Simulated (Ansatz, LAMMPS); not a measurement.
# Charge trapping in a frame of aqueous N(CH3)4+ and OH-, 1.2 mol of salt per kg of water from 280 K (163 atoms): runs compared

Does an extra electron or hole in a frame of aqueous N(CH3)4+ and OH-, 1.2 mol of salt per kg of water from 280 K (163 atoms) stay spread out, or do the atoms trap it?

Computed with Ansatz 0.2.0: Kohn-Sham DFT, PBE+D4, PAW (set soft_2), plane waves.

In doubt: warnings of the run leave room for a lower electronic state (in some of the runs), so energies may not be the lowest and differences between runs may mislead.

## (1) The cell as built

The cell holds 163 atoms: 4 C, 1 N, 109 H and 49 O. Cell: a = 11.657 Å, b = 11.657 Å, c = 11.657 Å, α = 90.0°, β = 90.0°, γ = 90.0°. 48 H2O, 1 N(CH3)4+, 1 OH- placed at random, at 1 g/cm³; overlaps pushed apart, then 10 ps at 420 K with MMFF94 bonds, angles, torsions, charges and radii (Halgren, J. Comput. Chem. 17, 490 (1996)) in harmonic and 12-6 forms; SPC/E water (Berendsen, Grigera and Straatsma, J. Phys. Chem. 91, 6269 (1987)). Snapshot after 20 ps at 280 K and fixed volume.

Limits known from the start: The network of contacts between molecules at the start is that of the classical potential that made the cell, and needn't be the one that DFT or experiment would give. The Brillouin zone is sampled at Γ only, in a cell whose shortest periodic width is 12 Å. The liquid is relaxed first, so the results are those of a frozen frame at zero temperature.

## (2) The reference run

The reference is a single point at the end of the relaxation.

The charged cells start from the geometry of this run, on a uniform background, with spin and a narrow Fermi–Dirac smearing.

Its input, with most atom lines left out:

```yaml
crystal:
  lattice:
    - [11.65719, 0.0, 0.0]
    - [0.0, 11.65719, 0.0]
    - [0.0, 0.0, 11.65719]
  atoms:
    - { symbol: C, position: [0.6609, 0.30999, 0.45926] }
    - { symbol: "N", position: [0.72638, 0.20633, 0.49814] }
    - { symbol: C, position: [0.70596, 0.10833, 0.41703] }
    - { symbol: C, position: [0.68678, 0.17305, 0.61609] }
    - { symbol: C, position: [0.85199, 0.23431, 0.50025] }
    - { symbol: H, position: [0.67537, 0.37877, 0.52147] }
    - { symbol: H, position: [0.56953, 0.28868, 0.45658] }
    [... atom lines 8 to 163 left out ...]
kpoints:
  mp_grid: { grid: [1, 1, 1] }
hamiltonian:
  xc: pbe
  dispersion: d4
scf:
  occupations: { method: fixed }
output:
  forces: true
  stress: true
  populations: true
  dos:
    method: { smearing: { sigma: 0.1 } }
    de: 0.1
    projected: { site_lists: { C: [C], H: [H], "N": ["N"], O: [O] } }
  eigenvalues: true
  write_density: true
  write_potential: true
  volumetric_format: npy
```

```
free energy per atom   : -189.9223 eV/atom
r.m.s. force component : 0.00642 eV/Å
pressure               : -0.3621 GPa
```

Filled and empty levels are parted by 4.81 eV (at Γ alone); a semilocal functional tends to put such gaps too low. In a disordered cell it changes from sample to sample and from frame to frame.

## (3) The runs

Each row is one run, on 4 threads of Arm Neoverse V1, shared host. The free energy is the program's total, comparable only between runs with the same functional, potentials and atoms; between charge states it hangs on the program's zero of potential.

```tsv
run	atoms	outcome	ionic steps, all passes	free energy (eV)	time	host memory (GiB)
Single point at the start	163	converged	-	-30949.532	17 s	1.8
Relaxation	163	converged	25	-30957.327	5.4 min	1.7
Single point at the relaxed geometry	163	converged	-	-30957.327	29 s	1.9
An extra electron, atoms held	163	converged	-	-30954.961	76 s	3.3
An extra electron, atoms relaxed	163	converged	2	-30954.968	70 s	3.2
An extra electron, levels at the relaxed geometry	163	converged	-	-30954.968	77 s	3.3
Neutral at the geometry of the electron	163	converged	-	-30957.322	27 s	1.9
An extra hole, atoms held	163	converged	-	-30954.541	2.6 min	3.3
An extra hole, atoms relaxed	163	converged	34	-30954.893	41 min	3.7
Neutral at the geometry of the hole	163	converged	-	-30956.416	27 s	2.0
```

In some runs the program notes that the exchange-correlation potential is rough where the density is thin and starting moments were not kept. Further notices: minimisation begun.

## (4) Energies and spread of the extra charge

Energies are differences within one cell and functional; the shift is the gain plus the neutral cell's energy at the new geometry, that is how much cheaper the vertical process becomes there. The spread is the participation number of the site moments (1/Σw², over the spin inside atomic spheres), with the atom that holds the largest share and the spin that the spheres hold in all.

```tsv
carrier	charged less neutral, atoms held (eV)	gain on relaxing (eV)	neutral cell at that geometry, less the reference (eV)	shift of the vertical energy (eV)	spread, atoms held	spread, relaxed
electron	2.366	0.006	0.005	0.011	-	-
hole	2.786	0.351	0.911	1.262	21; O162 14 % of 0.35 μB	3; O162 60 % of 0.37 μB
```

## (5) Outcome

The extra electron gains 0.0064 eV as the atoms relax: so small a gain shows no trapping at this level. The cell with the electron keeps a moment of only 0.00 μB where one unpaired electron should give 1 μB: the carrier is shared between both spins, which can hide trapping. The extra hole gains 0.35 eV as the atoms relax, and its spin goes from about 21 to 3 atoms: the atoms trap it, with the largest share on O162. With the atoms held, the spheres hold only 0.35 of the 1.00 μB, so the spread is read from a small part of the spin. Adding the two vertical energies gives 5.15 eV, against a gap of 4.81 eV in the neutral cell. The zero of the potential cancels in this sum; the excess isn't taken apart here: charging of a small cell, filling of bands on a coarse mesh and the attraction to the background can all enter.

Caveats: Single energies of charged cells hang on the program's zero of potential. In the spin-polarised runs the search for a state of lower energy was switched off. No distortion was seeded, so a trapped state behind a barrier can't be found. Local and semilocal functionals favour spread-out charges, so trapping can be missed. The density was typed from a rule of thumb and may lie off the real one at this temperature. Charged cells carry a uniform background, with no correction for images.

The DFT runs together took 55 min of wall time.

[Logs are printed without paths, hosts, clocks, repeated set-up lines and the standing remarks that a program may print on its own settings, such as how far it seeks lower states.]

[Hosts, paths, dates, database ids (printed as entryN), source tags and the programs' standing remarks are cut or masked in the printed files.]

[The MMFF94 radii named for the starting cell were scaled by 0.96; in molecules described by MMFF94, hydrogen bound to N, O or S took a small fixed 12-6 site in their place.]
